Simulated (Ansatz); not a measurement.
## ZnS (F-43m): phonons against volume

Aim: how the vibrations of ZnS shift with volume, and the expansion that follows.

Measurements to reproduce:
- bulk modulus 71.4 GPa near room temperature (given in “High-Throughput Prediction of Finite-Temperature Properties using the Quasi-Harmonic Approximation”, 2016, arXiv:1603.06924)

Main program and level: Ansatz 0.2.0; DFT LDA, scalar-relativistic, plane waves, PAW; PAW set soft_1.

The database entry behind the starting cell differs from later determinations by our own check (about 0.1 % short), so it need not match the best structure at ambient conditions.

## Step 1: Starting point

The structure is cubic, space group F-43m (No. 216). The conventional cell has a = 5.404 Å, b = 5.404 Å, c = 5.404 Å, α = 90.00°, β = 90.00°, γ = 90.00°. Nearest to Zn lie 4 S at 2.34 Å. S has 4 Zn at 2.34 Å nearest. Farther neighbours and most contacts between anions are not listed.

## Step 2: A first coarse run

A cheap single point shows whether the cell is a metal or an insulator and how far it is from rest; that sets the k-mesh and the occupations of what follows.

File input.yaml:

```yaml
crystal:
  lattice:
    - [0.0, 2.702, 2.702]
    - [2.702, 0.0, 2.702]
    - [2.702, 2.702, 0.0]
  atoms:
    - { symbol: Zn, position: [0.25, 0.25, 0.25] }
    - { symbol: S, position: [0.0, 0.0, 0.0] }
kpoints:
  mp_grid: { grid: [6, 6, 6] }
hamiltonian:
  xc: lda
  pseudopotentials: { kind: paw, azcp: { folder: soft_1 }, xc_functional: pbe }
scf:
  occupations: { method: gaussian, width: 0.1 }
  lower_state_search: "off"
output:
  forces: true
  stress: true
  eigenvalues: true
```

Launch:

```
$ ansatz run input.yaml --threads 8 --pin off --max-ram 16384MiB --backend cpu --events-out ev --progress --plain --runs-dir out
```

Numbers of over 12 decimals in the logs are rounded to 6 here.

What it wrote:

```text
Engine: ansatz 0.2.0, aarch64-unknown-linux-gnu
Pseudopotentials: kind: paw
Pseudopotential: Zn, paw, valence charge 12, recommended cutoff 420 eV (normal), soft_1/Zn.paw.azcp
Pseudopotential: S, paw, valence charge 6, recommended cutoff 420 eV (normal), soft_1/S.paw.azcp
Functional definition: SPW92
  exchange = slater_x
  correlation = pw_c
Crystal: 2 atoms, lattice volume = 39.454 Å³
Basis set: ecut = 420 eV, 749 PW (Γ)
Bands: 13, of which v1, the nominal top of the filled ones, is band 9 counted from 1 (8 counted from 0)
Symmetry: 24 space group operations
Space group: F-43m (ITA 216), of the structure as read, at distance tolerance 3.4e-5 Å
k-points: 16 of 216 (time reversal used)
Non-local potential: Zn, projectors of the file, l = 0: 2, l = 1: 2, l = 2: 3, l = 3: 1
Non-local potential: S, projectors of the file, l = 0: 2, l = 1: 2, l = 2: 1
PAW form: soft (Blöchl's): semilocal exchange-correlation on the pseudo side does not see the compensation charge
PAW frozen core: Zn, regenerated for the run's functional, and the local potential with it (the file was generated under x = pbe(κ = 0.804, μ = 0.219515), c = pbe(β = 0.066725))
PAW frozen core: S, regenerated for the run's functional, and the local potential with it (the file was generated under x = pbe(κ = 0.804, μ = 0.219515), c = pbe(β = 0.066725))
PAW one-centre angular grid: Zn, 590 points (default); XC on 64 Gauss nodes
PAW one-centre angular grid: S, 110 points (default); XC on 64 Gauss nodes
Initial density: superposition of atomic densities (chi_scale 0.1, normalization cell, long waves kept (reshape's long-wave potential 0.00 eV rms))
Initial wavefunctions: pseudopotential atomic-orbital guess
Functional: x = slater, c = lda
SCF iter   1: F=—  HF=-4117.506241 eV  |F-HF|=—  |Δ(HF+E_count)|=         —  Δρ=3.81e-2  dr2=3.38e-1  ethr=3.10e-3  ⟨swp⟩=6.2  Hψ=1504  notcnv=0
preconditioner: auto → none  [insulator: Δε(μ)=2.092 eV  Ē_g=12.512 eV  σ=0.100 eV  W_gap=1.00  n_scr=14 (ndim 8)  ℏωp=25.1 eV  f_vac=0.000  D(μ)=0.00/eV (n_scr^D=0)  ε∞_Penn≈5.0]
SCF iter   2: F=—  HF=-4117.421837 eV  |F-HF|=—  |Δ(HF+E_count)|=   8.44e-2  Δρ=1.42e-2  dr2=4.24e-2  ethr=1.88e-3  ⟨swp⟩=2.0  Hψ=528  notcnv=0
SCF iter   3: F=—  HF=-4117.408662 eV  |F-HF|=—  |Δ(HF+E_count)|=   1.32e-2  Δρ=9.47e-3  dr2=1.73e-2  ethr=2.36e-4  ⟨swp⟩=2.0  Hψ=408  notcnv=0
SCF iter   4: F=—  HF=-4117.404272 eV  |F-HF|=—  |Δ(HF+E_count)|=   4.39e-3  Δρ=2.12e-3  dr2=1.24e-3  ethr=9.60e-5  ⟨swp⟩=2.2  Hψ=464  notcnv=0
SCF iter   5: F=—  HF=-4117.404137 eV  |F-HF|=—  |Δ(HF+E_count)|=   1.35e-4  Δρ=6.14e-4  dr2=8.39e-5  ethr=6.86e-6  ⟨swp⟩=2.9  Hψ=379  notcnv=0
SCF iter   6: F=—  HF=-4117.404154 eV  |F-HF|=—  |Δ(HF+E_count)|=   1.67e-5  Δρ=9.59e-5  dr2=1.67e-6  ethr=4.66e-7  ⟨swp⟩=1.9  Hψ=330  notcnv=0
SCF iter   7: F=-4117.404154 eV  HF=-4117.404154 eV  |F-HF|=3.97e-8  |Δ(HF+E_count)|=   1.95e-7  Δρ=1.08e-5  dr2=4.54e-8  ethr=5.56e-10  ⟨swp⟩=5.1  Hψ=1343  notcnv=0
SCF 1 converged in 7 iterations: F = -4117.404154 eV  dr2 = 4.54e-8
  greatest PAW one-centre occupation: 0.984 electrons in one spin orbital (limit 2), on the Zn atom at site 0 (counted from 0), in its partial waves of l = 2
SCF converged after 7 iterations
Free energy (F): -4117.404154 eV
Harris-Foulkes:  -4117.404154 eV  (|F-HF|=3.97e-8)
Internal energy: -4117.404154 eV  (E = F + TS)
E sigma→0 (E₀):  -4117.404154 eV
Fermi energy:    6.421833 eV
--- Per-component energies (eV) ---
  E_band       = -2.051960
  E_kinetic    = 253.835023
  E_local      = -2272.121964  (includes V_loc(G=0)·N_el)
  E_nonlocal   = 857.700091
  E_hartree    = 862.798788
  E_xc         = -165.912097
  E_vxc        = -134.538963  (∫ρ·V_xc dr)
  E_paw        = -2402.034792  (= ΣΔE_a)
  E_vpaw       = -432.521040  (= ΣTr[D̂ρ^β])
  E_aug_tail   = -0.000250  (compensation charges beyond the density's cutoff)
  E_ewald      = -1253.379294
  E_core_change = 1.710341  (= ΣΔE_core)
  E_smearing   = -0.000000  (= −TS)
  E_closure    = -0.000000  (closes the sum)
  Σ components = -4117.404154   (vs F -4117.404154, Δ=0.00e0)
--- Forces (eV/Å), atoms counted from 1 ---
  atom   1  Zn    -0.00000000     0.00000000    -0.00000000
  atom   2  S      0.00000000    -0.00000000    -0.00000000
  max |Σ_I F_I| component: 2.78e-17 eV/Å
--- Stress (GPa, compression-positive) ---
       -4.534978      -0.000000       0.000000
       -0.000000      -4.534978       0.000000
       -0.000000       0.000000      -4.534978
  P = ⅓ Tr σ = -4.5350 GPa (-45.350 kbar)
--- Band table (eV; the first three rows and the last of 16) ---
  k-point 0: bands = [... 5 lower, -0.5125, 5.4933, 5.4933, 5.4933, 7.3445, 11.7101, 11.7101, 11.7101]
  k-point 1: bands = [... 5 lower, -0.5145, 3.7459, 5.2425, 5.2425, 8.4946, 11.6669, 12.1128, 12.1128]
  k-point 2: bands = [... 5 lower, -0.5011, 1.5098, 4.8090, 4.8090, 8.7037, 12.3636, 12.3636, 13.0926]
  k-point 15: bands = [... 5 lower, -0.1491, 0.8137, 2.8193, 2.8432, 10.1409, 10.6700, 14.2881, 14.2968]
```

Wall time 0.92 s (8 threads of Arm Neoverse V1, shared host); peak memory 0.29 GiB.

Reading the cycles: dr2 is the Hartree energy of the density residual (eV), the measure of convergence; HF is the Harris–Foulkes estimate of the energy, which meets the free energy F at convergence.

This step gave:

| Property | Result |
| --- | --- |
| pressure | -4.535 GPa |
| gap on the k-mesh | 1.851 eV |
| volume per atom | 19.73 Å³/atom |

The start is under -4.5 GPa at this level and looks like an insulator or semiconductor on this mesh.

## Step 3: Relaxation

Phonons are second derivatives about a minimum, so cell and atoms are relaxed first, inside the symmetry of the start.

input.yaml, the sections that differ from step 2:

```yaml
kpoints:
  mp_grid: { grid: [10, 10, 10] }
scf:
  occupations: { method: gaussian, width: 0.02 }
  lower_state_search: "off"
output:
  forces: true
  stress: true
  eigenvalues: true
  write_density: true
  write_potential: true
  elf: true
  volumetric_format: npy
relax:
  adjacent_minimum: "off"
  f_tol: 0.005
  max_steps: 80
  cell: { stress_tol: 0.05 }
# crystal, hamiltonian: as in step 2
```

What it wrote:

```text
[...]
Crystal: 2 atoms, lattice volume = 39.454 Å³
Basis set: ecut = 420 eV, 749 PW (Γ)
Bands: 13, of which v1, the nominal top of the filled ones, is band 9 counted from 1 (8 counted from 0)
Symmetry: 24 space group operations
[...]
k-points: 47 of 1000 (time reversal used)
[...]
SCF iter   1: F=—  HF=-4117.509459 eV  |F-HF|=—  |Δ(HF+E_count)|=         —  Δρ=3.81e-2  dr2=3.36e-1  ethr=3.10e-3  ⟨swp⟩=6.5  Hψ=4483  notcnv=0
[...]
SCF iter   7: F=-4117.407988 eV  HF=-4117.407988 eV  |F-HF|=1.99e-8  |Δ(HF+E_count)|=   1.38e-7  Δρ=1.00e-5  dr2=2.52e-8  ethr=5.56e-10  ⟨swp⟩=8.9  Hψ=5260  notcnv=0
SCF 1 converged in 7 iterations: F = -4117.407988 eV  dr2 = 2.52e-8
[...]
relax step   1: F+E_penalty+E_count = -4117.40798838 eV  Δ(F+E_penalty+E_count) = +0.000e0 eV  max|allowed force component| = 1.758e-16 eV/Å  Δτ_max = 0.0000 Å  P = -4.555 GPa  Ω = 39.454 Å³  (7 SCF iters, dr2 threshold 1.00e-7 eV, accepted)
Crystal: 2 atoms, lattice volume = 38.079 Å³
Basis set: ecut = 420 eV, 725 PW (Γ)
[...]
iter 1 solved again at ethr=6.42e-6 eV; its pass at ethr=3.10e-3 eV (dr2=1.16e-3 eV) is discarded
[...]
SCF iter   5: F=-4117.437075 eV  HF=-4117.437075 eV  |F-HF|=2.16e-8  |Δ(HF+E_count)|=   3.42e-7  Δρ=2.26e-5  dr2=8.12e-8  ethr=1.11e-9  ⟨swp⟩=7.9  Hψ=4537  notcnv=0
SCF 2 converged in 5 iterations: F = -4117.437075 eV  dr2 = 8.12e-8
[...]
relax step   2: F+E_penalty+E_count = -4117.43707455 eV  Δ(F+E_penalty+E_count) = -2.909e-2 eV  max|allowed force component| = 2.776e-17 eV/Å  Δτ_max = 0.0000 Å  P = -2.026 GPa  Ω = 38.079 Å³  energy of the carried Pulay correction = +4.901e-4 eV  (5 SCF iters, dr2 threshold 2.00e-7 eV, accepted)
Crystal: 2 atoms, lattice volume = 37.045 Å³
[...]
SCF iter   5: F=-4117.443397 eV  HF=-4117.443397 eV  |F-HF|=2.08e-8  |Δ(HF+E_count)|=   1.55e-7  Δρ=1.87e-5  dr2=5.33e-8  ethr=1.11e-9  ⟨swp⟩=11.2  Hψ=5303  notcnv=0
SCF 3 converged in 5 iterations: F = -4117.443397 eV  dr2 = 5.33e-8
  Residual-converged pass: ⟨swp⟩=1.0  Hψ=799  notcnv=0  max |occ|·‖R‖ = 7.0e-9 eV (tolerance 1.0e-8 eV)  dr2=5.33e-8  dr2_onsite=1.58e-8  max |Δocc| = 0.0e0
relax step   3: F+E_penalty+E_count = -4117.44339706 eV  Δ(F+E_penalty+E_count) = -6.323e-3 eV  max|allowed force component| = 1.434e-16 eV/Å  Δτ_max = 0.0000 Å  P = +0.243 GPa  Ω = 37.045 Å³  energy of the carried Pulay correction = +8.704e-4 eV  (5 SCF iters, dr2 threshold 2.00e-7 eV, accepted)
[...]
relax step   4: F+E_penalty+E_count = -4117.44343482 eV  Δ(F+E_penalty+E_count) = -3.776e-5 eV  max|allowed force component| = 8.789e-17 eV/Å  Δτ_max = 0.0000 Å  P = -0.011 GPa  Ω = 37.153 Å³  energy of the carried Pulay correction = +8.302e-4 eV  (4 SCF iters, dr2 threshold 1.48e-7 eV, accepted)
[...]
SCF iter   6: F=-4117.442610 eV  HF=-4117.442610 eV  |F-HF|=2.73e-12  |Δ(HF+E_count)|=  3.64e-11  Δρ=1.29e-7  dr2=1.80e-12  ethr=1.00e-12  ⟨swp⟩=6.6  Hψ=2927  notcnv=0
SCF 5 converged in 6 iterations: F = -4117.442610 eV  dr2 = 1.80e-12
relax step   5: F+E_penalty+E_count = -4117.44261035 eV  Δ(F+E_penalty+E_count) = +8.245e-4 eV  max|allowed force component| = 1.156e-16 eV/Å  Δτ_max = 0.0000 Å  P = -0.013 GPa  Ω = 37.153 Å³  stress off target by 1.30e-2 GPa  SCF on the basis re-selected at this cell (its energy is not comparable with the rows above)  (6 SCF iters)
basis re-selected at this cell: Δ(F+E_penalty+E_count) = +8.245e-4 eV, ΔP = -0.002 GPa vs the last step (what re-selecting the basis moved, of the pressure what is left beyond the Pulay correction that the steps carried, after the strain that the cell walked since its last selection, with what the two solves' SCF thresholds leave and, on support functions, any second-order correction that the steps lacked; it is no m [...]
SCF converged after 6 iterations
Free energy (F): -4117.442610 eV
[...]
Internal energy: -4117.442610 eV  (E = F + TS)
E sigma→0 (E₀):  -4117.442610 eV
Fermi energy:    7.356607 eV
[...]
--- Stress (GPa, compression-positive) ---
       -0.012998      -0.000000      -0.000000
       -0.000000      -0.012998       0.000000
       -0.000000       0.000000      -0.012998
  P = ⅓ Tr σ = -0.0130 GPa (-0.130 kbar)
--- Band table (eV; the first three rows and the last of 47) ---
  k-point 0: bands = [... 5 lower, 0.1076, 6.2970, 6.2970, 6.2970, 8.4160, 12.4662, 12.4662, 12.4662]
  k-point 1: bands = [... 5 lower, 0.1059, 5.4422, 6.1863, 6.1863, 9.0502, 12.3935, 12.6515, 12.6515]
  k-point 2: bands = [... 5 lower, 0.1056, 3.9831, 5.9201, 5.9201, 9.6608, 12.7101, 13.0161, 13.0161]
  k-point 46: bands = [... 5 lower, 0.5599, 1.3271, 3.2442, 3.3322, 11.3858, 12.0512, 14.5971, 14.6987]
--- Relaxed structure (4 steps of the walk, 4 accepted, 1 SCFs on fresh bases) ---
  F+E_penalty+E_count = -4117.44261035 eV   max|allowed force component| = 1.156e-16 eV/Å   (the final SCF, on the basis selected at the relaxed cell)
  cell:  # Å, volume = 37.1531 Å³
    - [0, 2.648429, 2.648429]
    - [2.648429, 0, 2.648429]
    - [2.648429, 2.648429, 0]
  atoms:
    - { symbol: Zn, position: [0.25, 0.25, 0.25] }
    - { symbol: S, position: [0, 0, 0] }
```

The job ended after 3 s (8 threads; peak memory 0.38 GiB; 20 s of CPU time).

The steps of the relaxation:

```csv
step,energy less that of the first step (eV),largest force component (eV/Å),pressure (GPa),volume (Å³)
1,0.0000,0.0000,-4.55,39.45
2,-0.0291,0.0000,-2.03,38.08
3,-0.0354,0.0000,0.24,37.04
4,-0.0354,0.0000,-0.01,37.15
5*,-0.0346,0.0000,-0.01,37.15
```

Relaxation steps marked * repeat the geometry before them on a plane-wave basis chosen anew for their cell, so energy and pressure can jump there.

The run keeps the 24 symmetry operations that it works with, so distortions that break them were not tested.

```csv
"conventional cell, symmetrised",before,after,change
a (Å),5.404,5.297,-2.0 %
b (Å),5.404,5.297,-2.0 %
c (Å),5.404,5.297,-2.0 %
volume (Å³/atom),19.73,18.58,-5.8 %
```

Final coordinates:

```xyz
2
Lattice="0.0000 2.6484 2.6484 2.6484 0.0000 2.6484 2.6484 2.6484 0.0000" Properties=species:S:1:pos:R:3 pbc="T T T"
Zn    1.3242    1.3242    1.3242
S     0.0000    0.0000    0.0000
```

Numbers from this step:

- pressure: -0.01300 GPa
- gap on the k-mesh: 2.119 eV
- volume per atom: 18.58 Å³/atom

Valence density in the ac plane of a cell with a along [110], b along [-110] and c along [001] of the cube at fractional y = 0.000, with atoms of Zn and S within 0.2 Å of it. It is the smooth field of the valence electrons, not physical close to the nuclei.

Ten steps, logarithmic in the rise over the least value, from '_' (0 e/Å³) to '@' (34 e/Å³), each cell a mean:
```
::--::..........::--::::--::........::--::
::::::::::--::::::::::::::::::----::::::::
......::**%%**::..........::==%%%%==::....
____..--##@@##--..________..++@@@@++..____
______::==**==::__________..--****--..____
______....::..______________..::::..______
__________________________________________
__________________________________________
__________________________________________
__________________________________________
..__________________....________________..
::....__________..::::::..____________..::
::::::________..::::::::::..________..::::
..::::..______..::::..::::::______..::::::
```
Columns run along a (7.5 Å), rows up along c (5.3 Å), edges of the conventional cell, whose origin can differ from the input's. Atoms in or near the plane, at fractional coordinates: Zn at (0.75, 0.75), Zn at (0.25, 0.75), S at (0.50, 0.00), S at (0.00, 0.00).

Electrostatic potential energy in the ac plane of a cell with a along [110], b along [-110] and c along [001] of the cube at fractional y = 0.000, with atoms of Zn and S within 0.2 Å of it. With pseudopotentials it is smooth inside the atoms' cores, unlike the true potential.

Ten even steps from '_' (-53 eV) to '@' (11 eV), each cell a mean:
```
----**%%%%%%%%%%**----::==%%@@%%%%@@%%==::
==**%%##++--++##%%**==++##%%**====**%%##==
%%%%%%++..__..++%%%%%%%%%%##::____::##%%%%
@@@@%%==______==%%@@@@@@@@**..____..##@@@@
@@@@@@**::..::**@@@@@@@@@@%%==....==%%@@@@
@@@@@@%%##**##%%@@@@@@@@@@@@%%****%%@@@@@@
@@@@@@@@@@@@@@@@@@@@@@@@@@@@@@@@@@@@@@@@@@
@@@@@@@@@@@@@@@@@@@@@@@@@@@@@@@@@@@@@@@@@@
@@@@@@@@@@@@@@@@@@@@@@@@@@@@@@@@@@@@@@@@@@
@@@@@@@@@@@@@@@@@@@@@@@@@@@@@@@@@@@@@@@@@@
@@@@@@@@@@@@@@@@@@@@@@@@@@@@@@@@@@@@@@@@@@
##%%@@@@@@@@@@@@@@%%####%%@@@@@@@@@@@@%%##
::==##@@@@@@@@@@##==::--**%%@@@@@@@@%%**--
==::**@@@@@@@@@@**::==--==%%@@@@@@@@%%----
```
Columns run along a (7.5 Å; values clipped at the 3rd and 97th percentile), rows up along c (5.3 Å), edges of the conventional cell, whose origin can differ from the input's. Atoms in or near the plane, at fractional coordinates: Zn at (0.75, 0.75), Zn at (0.25, 0.75), S at (0.50, 0.00), S at (0.00, 0.00).

ELF in the ac plane of a cell with a along [110], b along [-110] and c along [001] of the cube at fractional y = 0.000, with atoms of Zn and S within 0.2 Å of it. It is the smooth field of the valence electrons, not physical close to the nuclei.

Values, 8 rows by 16 columns, each cell a mean:
```
0.47 0.82 0.54 0.19 0.15 0.38 0.80 0.61 0.47 0.82 0.54 0.19 0.15 0.38 0.80 0.61
0.71 0.52 0.18 0.03 0.01 0.11 0.38 0.68 0.71 0.52 0.18 0.03 0.01 0.11 0.38 0.68
0.17 0.17 0.16 0.06 0.04 0.13 0.17 0.17 0.17 0.17 0.16 0.06 0.04 0.13 0.17 0.17
0.02 0.07 0.13 0.16 0.16 0.15 0.09 0.03 0.02 0.07 0.13 0.16 0.16 0.15 0.09 0.03
0.03 0.03 0.04 0.07 0.08 0.05 0.03 0.03 0.03 0.03 0.04 0.07 0.08 0.05 0.03 0.03
0.29 0.17 0.05 0.02 0.02 0.03 0.12 0.26 0.29 0.17 0.05 0.02 0.02 0.03 0.12 0.26
0.77 0.66 0.36 0.07 0.04 0.23 0.58 0.75 0.77 0.66 0.36 0.07 0.04 0.23 0.58 0.75
0.27 0.71 0.67 0.23 0.15 0.52 0.78 0.40 0.27 0.71 0.67 0.23 0.15 0.52 0.78 0.40
```
Columns run along a (7.5 Å), rows up along c (5.3 Å), edges of the conventional cell, whose origin can differ from the input's. Atoms in or near the plane, at fractional coordinates: Zn at (0.75, 0.75), Zn at (0.25, 0.75), S at (0.50, 0.00), S at (0.00, 0.00).

The relaxation ends with a pressure of -0.01 GPa.

## Step 4: Relaxing to small residual forces and stress

The thresholds are tightened for a last relaxation ahead of the phonons, and where mesh or smearing change with them the cell follows.

File input.yaml:

```yaml
crystal:
  lattice:
    - [0.0, 2.6484291563, 2.6484291563]
    - [2.6484291563, 0.0, 2.6484291563]
    - [2.6484291563, 2.6484291563, 0.0]
  atoms:
    - { symbol: Zn, position: [0.25, 0.25, 0.25] }
    - { symbol: S, position: [0.0, 0.0, 0.0] }
kpoints:
  mp_grid: { grid: [12, 12, 12] }
hamiltonian:
  xc: lda
  pseudopotentials: { kind: paw, azcp: { folder: soft_1 }, xc_functional: pbe }
scf:
  occupations: { method: fixed }
  lower_state_search: "off"
output:
  forces: true
  stress: true
  eigenvalues: true
relax:
  adjacent_minimum: "off"
  f_tol: 0.001
  max_steps: 60
  cell: { stress_tol: 0.01 }
```

What it wrote:

```text
[...]
Crystal: 2 atoms, lattice volume = 37.153 Å³
Basis set: ecut = 420 eV, 725 PW (Γ)
Bands: 13, of which v1, the nominal top of the filled ones, is band 9 counted from 1 (8 counted from 0)
Symmetry: 24 space group operations
[...]
k-points: 72 of 1728 (time reversal used)
[...]
k-point 71: bands = [... 5 lower, 0.5833, 1.3201, 3.1883, 3.2863, 11.8024, 12.4468, 14.0808, 14.2587]
--- Relaxed structure (2 steps of the walk, 2 accepted, 1 SCFs on fresh bases) ---
[...]
cell:  # Å, volume = 37.1501 Å³
    - [0, 2.648358, 2.648358]
    - [2.648358, 0, 2.648358]
    - [2.648358, 2.648358, 0]
  atoms:
    - { symbol: Zn, position: [0.25, 0.25, 0.25] }
    - { symbol: S, position: [0, 0, 0] }
[key lines of the parts left out:]
SCF converged after 6 iterations
Free energy (F): -4117.442650 eV
Fermi energy:    6.298103 eV
P = ⅓ Tr σ = -0.0059 GPa (-0.059 kbar)
```

Run time: 2.4 s. Hardware: 8 threads; peak memory 0.39 GiB.

Little changed from the start: no atom moved by 0.005 Å and no cell edge by 0.1 %.

This step gave:

```yaml
pressure: -0.005851 GPa
```

The residual pressure is -0.0059 GPa, small enough for phonons.

[end of part 1 of 4]

[Logs are printed without paths, hosts, clocks, repeated set-up lines and the standing remarks that a program may print on its own settings, such as how far it seeks lower states.]

[Hosts, paths, dates, database ids (printed as entryN), source tags and the programs' standing remarks are cut or masked in the printed files.]

[A step with changed settings may run another functional than the one named; its input shows which.]

[Of the runs on displaced cells, only some may be shown.]
